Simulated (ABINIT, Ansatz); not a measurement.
**CdH2O2 (P-3m1): one start, several treatments of the self-energy**

Wanted: the gap of CdH2O2 (P-3m1) under several approximations, with cost.

Main program and level: ABINIT 10.8.3; PBEsol and many-body steps on it, plane waves.

Report form: the programs' logs are mostly left out.

### Step 1. Set-up

It takes space group P-3m1 (No. 164, trigonal). Conventional cell: a = 3.516 Å, b = 3.516 Å, c = 4.643 Å, α = 90.00°, β = 90.00°, γ = 120.00°. Nearest to Cd lie 6 O at 2.32 Å. Nearest to H lie 1 O at 0.97 Å. Nearest to O lie 1 H at 0.97 Å and 3 Cd at 2.32 Å. Farther neighbours and most contacts between anions are not listed.

As a file:

```cif
data_structure
_symmetry_space_group_name_H-M 'P 1'
_symmetry_Int_Tables_number 1
_cell_length_a 3.5155
_cell_length_b 3.5155
_cell_length_c 4.6430
_cell_angle_alpha 90.000
_cell_angle_beta 90.000
_cell_angle_gamma 120.000
_cell_volume 49.69
loop_
_atom_site_label
_atom_site_type_symbol
_atom_site_fract_x
_atom_site_fract_y
_atom_site_fract_z
_atom_site_occupancy
Cd1 Cd 0.00000 0.00000 0.00000 1
H2 H 0.66667 0.33333 0.55096 1
H3 H 0.33333 0.66667 0.44904 1
O4 O 0.66667 0.33333 0.75937 1
O5 O 0.33333 0.66667 0.24063 1
```

The cell and positions are those that the Materials Project relaxed with its own functionals (PBE, PBE+U or r2SCAN), kept fixed.

### Step 2. Empty states on the mesh, 3×3×2 mesh, 105 bands

This step: ABINIT 10.8.3; DFT, PBEsol, plane waves, norm-conserving pseudopotentials.

The sums over transitions need many empty states on a uniform mesh; this step solves for them.

run.abi reads:

```
acell 3*1.0 Angstrom
rprim 
  3.515525964753 0.000000000011 0.000000000000
  -1.757762982386 3.044534793135 0.000000000000
  0.000000000000 0.000000000000 4.642979290000
ntypat 3
znucl 48 1 8
natom 5
typat 1 2 2 3 3
xred 
  0.000000000000 0.000000000000 0.000000000000
  0.666666666667 0.333333333333 0.550960720000
  0.333333333333 0.666666666667 0.449039280000
  0.666666666667 0.333333333333 0.759372000000
  0.333333333333 0.666666666667 0.240628000000
pp_dirpath "pseudos"
pseudos "Cd.upf, H.upf, O.upf"
ecut 47
ngkpt 3 3 2
nshiftk 1
shiftk 0 0 0
kptopt 1
chksymbreak 0
iscf -2
irdden 1
istwfk *1
nband 105
nbdbuf 8
tolwfr 1e-09
nstep 60
prtvol 0
indata_prefix "in"
outdata_prefix "out"
tmpdata_prefix "tmp"
```

Run with:

```sh
> OMP_NUM_THREADS=1 mpirun -n 4 abinit run.abi > log
```

Run time: 37 s. Hardware: 4 MPI ranks of Arm Neoverse V2, shared host; peak memory 0.34 GiB; 2.4 min of CPU time.

Numbers from this step:

```yaml
gap: 1.704 eV
k_of_the_valence_top: 0, 0, 0.5
k_of_the_conduction_bottom: 0, 0, 0
least_direct_gap: 1.983 eV
k_points_computed: 6
lowest_point_of_the_top_converged_band_above_the_valence_top: 71.8089 eV
```

On this mesh the gap is 1.704 eV.

The density comes from a self-consistent run that is not shown.

### Step 3. Screening, 3×3×2 mesh, 49 bands, screening to 114.3 eV

The RPA dielectric matrix is built and inverted for each q.

This step: RPA screening on PBEsol, plane waves, norm-conserving pseudopotentials.

Changes to run.abi since step 2:

```diff
@@ -23,10 +23,11 @@
 chksymbreak 0
-iscf -2
-irdden 1
 istwfk *1
-nband 105
-nbdbuf 8
-tolwfr 1e-09
-nstep 60
-prtvol 0
+occopt 1
+irdwfk 1
+optdriver 3
+nband 49
+ecuteps 4.2
+inclvkb 2
+awtr 1
+symchi 1
 indata_prefix "in"
```

Wall time 6.3 s (4 MPI ranks); peak memory 0.65 GiB; 25 s of CPU time.

This step gave:

```
ε∞ with local fields, on this mesh, along the program's q direction : 3.909
the same without local fields                                       : 4.118
plasma frequency                                                    : 30.71 eV
plane waves in the screening matrix                                 : 135
```

Local fields lower ε∞ by 5 %. On a Γ-centred mesh this coarse the value itself is usually too large, while a short band sum pulls it down.

### Step 4. G0W0, Godby-Needs plasmon pole

The self-energy is evaluated for the states that the input lists, and the levels follow from it, in one-shot runs by the linearised quasiparticle equation.

This step: G0W0 on PBEsol, plane waves, norm-conserving pseudopotentials.

Changes to run.abi since step 3:

```diff
@@ -26,8 +26,17 @@
 irdwfk 1
-optdriver 3
+optdriver 4
 nband 49
+gwcalctyp 0
+ecutsigx 47
+symsigma 1
+nkptgw 2
+kptgw 
+  0.0000000000 0.0000000000 0.5000000000
+  0.0000000000 0.0000000000 0.0000000000
+bdgw 
+  16 19
+  16 19
 ecuteps 4.2
-inclvkb 2
-awtr 1
-symchi 1
+irdscr 1
+ppmodel 1
 indata_prefix "in"
```

Wall time 3 s (4 MPI ranks); peak memory 0.16 GiB.

Numbers from this step:

| Property | Result |
| --- | --- |
| G0W0 gap on the points computed | 3.372 eV |
| starting gap on the mesh | 1.704 eV |
| k of the valence top | 0, 0, 0.5 |
| k of the conduction bottom | 0, 0, 0 |
| Z at the valence top | 0.793 |
| Z at the conduction bottom | 0.847 |
| least direct G0W0 gap on the computed points | 3.719 eV |

The gap on the mesh goes from 1.70 eV to 3.37 eV, a correction of +1.67 eV.

### Step 5. G0W0, Engel-Farid plasmon pole

Changes to run.abi since step 4:

```diff
@@ -40,3 +40,3 @@
 irdscr 1
-ppmodel 1
+ppmodel 4
 indata_prefix "in"
```

The job ended after 2.8 s (4 MPI ranks; peak memory 0.16 GiB).

This step gave:

| Item | Value |
| --- | --- |
| G0W0 gap on the points computed | 3.274 eV |
| starting gap on the mesh | 1.704 eV |
| k of the valence top | 0, 0, 0.5 |
| k of the conduction bottom | 0, 0, 0 |
| Z at the valence top | 0.809 |
| Z at the conduction bottom | 0.861 |
| least direct G0W0 gap on the computed points | 3.63 eV |

Against G0W0 in ABINIT (3×3×2 mesh, 49 bands, screening to 114.3 eV, Godby-Needs plasmon pole), the gap moves by −0.098 eV.

### Step 6. G0W0, von der Linden-Horsch plasmon pole

Changes to run.abi since step 5:

```diff
@@ -40,3 +40,3 @@
 irdscr 1
-ppmodel 4
+ppmodel 3
 indata_prefix "in"
```

Wall time 2.8 s (4 MPI ranks); peak memory 0.16 GiB.

This step gave:

```yaml
g0w0_gap_on_the_points_computed: 3.259 eV
starting_gap_on_the_mesh: 1.704 eV
k_of_the_valence_top: 0, 0, 0.5
k_of_the_conduction_bottom: 0, 0, 0
least_direct_g0w0_gap_on_the_computed_points: 3.633 eV
```

Against G0W0 in ABINIT (3×3×2 mesh, 49 bands, screening to 114.3 eV, Godby-Needs plasmon pole), the gap moves by −0.113 eV.

### Step 7. One-shot Hartree-Fock

This step: one-shot Hartree-Fock on PBEsol, plane waves, norm-conserving pseudopotentials.

Changes to run.abi since step 6:

```diff
@@ -27,4 +27,4 @@
 optdriver 4
-nband 49
-gwcalctyp 0
+nband 21
+gwcalctyp 5
 ecutsigx 47
@@ -38,5 +38,4 @@
   16 19
-ecuteps 4.2
-irdscr 1
-ppmodel 3
+ixc_sigma 40
+fftgw 31
 indata_prefix "in"
```

Elapsed: 2.4 s, on 4 MPI ranks; peak memory 0.15 GiB.

Numbers from this step:

| Quantity | Value |
| --- | --- |
| quasiparticle gap on the points computed | 11.64 eV |
| starting gap on the mesh | 1.704 eV |
| k of the valence top | 0, 0, 0.5 |
| k of the conduction bottom | 0, 0, 0 |
| least direct quasiparticle gap on the computed points | 12.00 eV |

Against G0W0 in ABINIT (3×3×2 mesh, 49 bands, screening to 114.3 eV, Godby-Needs plasmon pole), the gap moves by +8.264 eV.

### Step 8. Screening, 3×3×2 mesh, 49 bands, screening to 114.3 eV

This step: RPA screening on PBEsol, plane waves, norm-conserving pseudopotentials.

Changes to run.abi since step 7:

```diff
@@ -26,16 +26,14 @@
 irdwfk 1
-optdriver 4
-nband 21
-gwcalctyp 5
-ecutsigx 47
-symsigma 1
-nkptgw 2
-kptgw 
-  0.0000000000 0.0000000000 0.5000000000
-  0.0000000000 0.0000000000 0.0000000000
-bdgw 
-  16 19
-  16 19
-ixc_sigma 40
-fftgw 31
+optdriver 3
+nband 49
+ecuteps 4.2
+inclvkb 2
+awtr 1
+symchi 1
+gwcalctyp 2
+nfreqre 16
+freqremax 40 eV
+nfreqim 8
+spmeth 1
+nomegasf 120
 indata_prefix "in"
```

The job ended after 7.3 s (4 MPI ranks; peak memory 0.76 GiB; 29 s of CPU time).

Numbers from this step:

| Property | Result |
| --- | --- |
| ε∞ with local fields, on this mesh, along the program's q direction | 3.997 |
| the same without local fields | 4.211 |
| plasma frequency | 30.71 eV |
| plane waves in the screening matrix | 135 |

### Step 9. G0W0, contour deformation

This step: G0W0 on PBEsol, plane waves, norm-conserving pseudopotentials.

Changes to run.abi since step 8:

```diff
@@ -26,14 +26,16 @@
 irdwfk 1
-optdriver 3
+optdriver 4
 nband 49
+gwcalctyp 2
+ecutsigx 47
+symsigma 1
+nkptgw 2
+kptgw 
+  0.0000000000 0.0000000000 0.5000000000
+  0.0000000000 0.0000000000 0.0000000000
+bdgw 
+  16 19
+  16 19
 ecuteps 4.2
-inclvkb 2
-awtr 1
-symchi 1
-gwcalctyp 2
-nfreqre 16
-freqremax 40 eV
-nfreqim 8
-spmeth 1
-nomegasf 120
+irdscr 1
 indata_prefix "in"
```

The job ended after 2.9 s (4 MPI ranks; peak memory 0.19 GiB; 11 s of CPU time).

This step gave:

```
G0W0 gap on the points computed              : 3.328 eV
starting gap on the mesh                     : 1.704 eV
k of the valence top                         : 0, 0, 0.5
k of the conduction bottom                   : 0, 0, 0
least direct G0W0 gap on the computed points : 3.665 eV
```

Against G0W0 in ABINIT (3×3×2 mesh, 49 bands, screening to 114.3 eV, Godby-Needs plasmon pole), the gap moves by −0.044 eV.

### Step 10. Side by side

Times are wall times on 4 MPI ranks of Arm Neoverse V2, shared host, good to a factor of about two. A run's time includes the screening step that it read.

```tsv
run	mesh	bands	screening cutoff (eV)	DFT gap (eV)	gap on the mesh (eV)	direct (eV)	ε∞ used	time
G0W0, Godby-Needs plasmon pole	3×3×2	49	114.3	1.704	3.372	3.719	3.91	9.3 s
G0W0, Engel-Farid plasmon pole	3×3×2	49	114.3	1.704	3.274	3.630	3.91	9 s
G0W0, von der Linden-Horsch plasmon pole	3×3×2	49	114.3	1.704	3.259	3.633	3.91	9 s
one-shot Hartree-Fock	3×3×2	-	-	1.704	11.636	11.996	-	2.4 s
G0W0, contour deformation	3×3×2	49	114.3	1.704	3.328	3.665	4.00	10 s
```

### Step 11. What came out

```yaml
g0w0_godby_needs_plasmon_pole: 3.372 eV
g0w0_engel_farid_plasmon_pole: 3.274 eV
g0w0_von_der_linden_horsch_plasmon_pole: 3.259 eV
one_shot_hartree_fock: 11.636 eV
g0w0_contour_deformation: 3.328 eV
known_limits: not at the basis limit; d shell near the gap, gap tends to lie low; no spin-orbit coupling; coarse k mesh
```

G0W0, Engel-Farid plasmon pole: −0.098 eV against G0W0, Godby-Needs plasmon pole. G0W0, von der Linden-Horsch plasmon pole: −0.113 eV against G0W0, Godby-Needs plasmon pole. One-shot Hartree-Fock: +8.264 eV against G0W0, Godby-Needs plasmon pole. G0W0, contour deformation: −0.044 eV against G0W0, Godby-Needs plasmon pole. Bare exchange alone opens the gap to 11.64 eV; against G0W0, correlation takes back 8.26 eV. Bands and cutoff are finite, so the gap is not at the basis limit. The miss can reach some tenths of an eV and take either sign; the mesh is an error of its own. In the G0W0 runs levels were corrected at 2 k points alone, so a gap called «on the mesh» is the least over those, and an edge elsewhere would be missed. A denser mesh or path gives a starting gap of 1.64 eV: the GW mesh misses a band edge, so its gaps are not the fundamental one. The 3×3×2 mesh is coarse for this cell, which bears on the long-range parts of exchange and screening. A d shell, filled or nearly so, lies near the gap. One-shot GW converges very slowly in bands there, not always from below, and on a semilocal start the gap tends to come out low; starts rich in exact exchange can overshoot instead. The many-body steps are scalar-relativistic: spin-orbit coupling is not in them.

[Paths, hosts, dates, memory and timing lines, banners, echoed tables and standing remarks are left out of the program output.]

[Logs are printed without paths, hosts, clocks, repeated set-up lines and the standing remarks that a program may print on its own settings, such as how far it seeks lower states.]

[Runs of the session that timed out or met a known fault of the program may be left out.]

[Hosts, paths, dates, database ids (printed as entryN), source tags and the programs' standing remarks are cut or masked in the printed files.]

[G0W0 gaps are taken among the corrected bands and points alone; a level outside them can change the order at an edge.]

[Where Ansatz stands beside ABINIT at settings called matched, ABINIT's density can come from a denser mesh and the files from another edition; pairs whose starting gaps differed by over 0.03 eV were left out, so agreement reads better than it is.]
